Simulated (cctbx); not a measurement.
## Reading a Patterson map

Space group I4_1/amd (no. 141, origin choice 1), a = 8.9370 Å, b = 8.9370 Å, c = 12.7430 Å, α = 90.00°, β = 90.00°, γ = 90.00°, content Lu8 Ru8 S28.

Simulated single-crystal data (cctbx): Cu Kα, λ = 1.54184 Å, to d = 0.8 Å, 50 % of the full sphere, strongest reflection 20000 counts, noise from counting, a 3 % proportional error and a noise floor of 4 counts (s.d.); no absorption.

Patterson synthesis from sharpened amplitudes, origin scaled to 1000:

```text
Patterson group I 4/m m m
      u       v       w   height  length (A)
  0.000   0.000   0.000   1000.0     0.00
  0.000   0.500   0.000    864.8     4.47
  0.250   0.250   0.250    863.7     4.49
  0.000   0.000   0.500    826.3     6.37
  0.000   0.254   0.128     83.0     2.80
  0.000   0.242   0.382     59.2     5.32
  0.000   0.000   0.408     54.4     5.21
  0.000   0.105   0.051     49.9     1.14
  0.091   0.091   0.500     47.8     6.47
  0.000   0.000   0.092     46.8     1.17
  0.000   0.104   0.449     44.6     5.80
  0.161   0.237   0.187     43.8     3.50
  0.000   0.395   0.451     43.5     6.74
  0.161   0.247   0.314     43.4     4.79
```

**Question.** Which atom pairs make the peaks, and where is the heaviest atom?

A peak at u stands for all pairs with xi − xj = u, with weight Σ ZiZj against Σ Z² = 62984 at the origin. Peak heights follow these weights only roughly, since form factors, motion and series ripples differ, all vectors within 0.55 Å of a peak are counted as merged into it though the farther ones add only part of their weight, and F(000) is left out, which lowers the whole map:

| u | v | w | shortest length (Å) | height | 1000 ΣZiZj/ΣZ² | pairs in the cell |
| --- | --- | --- | --- | --- | --- | --- |
| 0.000 | 0.500 | 0.000 | 4.47 | 865 | 840 | 8 × Lu–Ru, 4 × Lu–Lu, 4 × Ru–Ru |
| 0.250 | 0.250 | 0.250 | 4.49 | 864 | 840 | 8 × Lu–Ru, 4 × Lu–Lu, 4 × Ru–Ru |
| 0.000 | 0.000 | 0.500 | 6.32 | 826 | 794 | 16 × Lu–Ru |
| 0.000 | 0.254 | 0.128 | 2.80 | 83 | 144 | 8 × Lu–S |
| 0.000 | 0.242 | 0.382 | 5.25 | 59 | 117 | 4 × Lu–S, 4 × Ru–S |
| 0.000 | 0.000 | 0.408 | 5.20 | 54 | 16 | 4 × S–S |
| 0.000 | 0.105 | 0.051 | 1.14 | 50 | 0 | none within 0.55 Å |
| 0.091 | 0.091 | 0.500 | 5.17 | 48 | 16 | 4 × S–S |
| 0.000 | 0.000 | 0.092 | 1.17 | 47 | 0 | none within 0.55 Å |

The table stops at ten peaks or at a height of 45, below which ripples compete. In the model behind the data Lu, the heaviest element, has 1 independent site: (0, 1/4, 1/8), up to an allowed shift of origin; the Lu–Lu vectors are differences of these positions and their symmetry mates. The whole model:

| atom | mult. | x | y | z | Ueq (Å²) |
| --- | --- | --- | --- | --- | --- |
| Lu1 | 8 | 0 | 1/4 | 1/8 | 0.0063 |
| Ru1 | 8 | 1/2 | 3/4 | 1/8 | 0.0081 |
| S1 | 4 | 0 | 0 | 0 | 0.0121 |
| S2 | 16 | 0.7021 | 0.2021 | 1/4 | 0.0102 |
| S3 | 8 | 1/2 | 0 | 0.4555 | 0.0100 |

This is a model crystal, built by substitution and not relaxed, with assumed displacement parameters.

[Logs are printed without paths, hosts, clocks, repeated set-up lines and the standing remarks that a program may print on its own settings, such as how far it seeks lower states.]
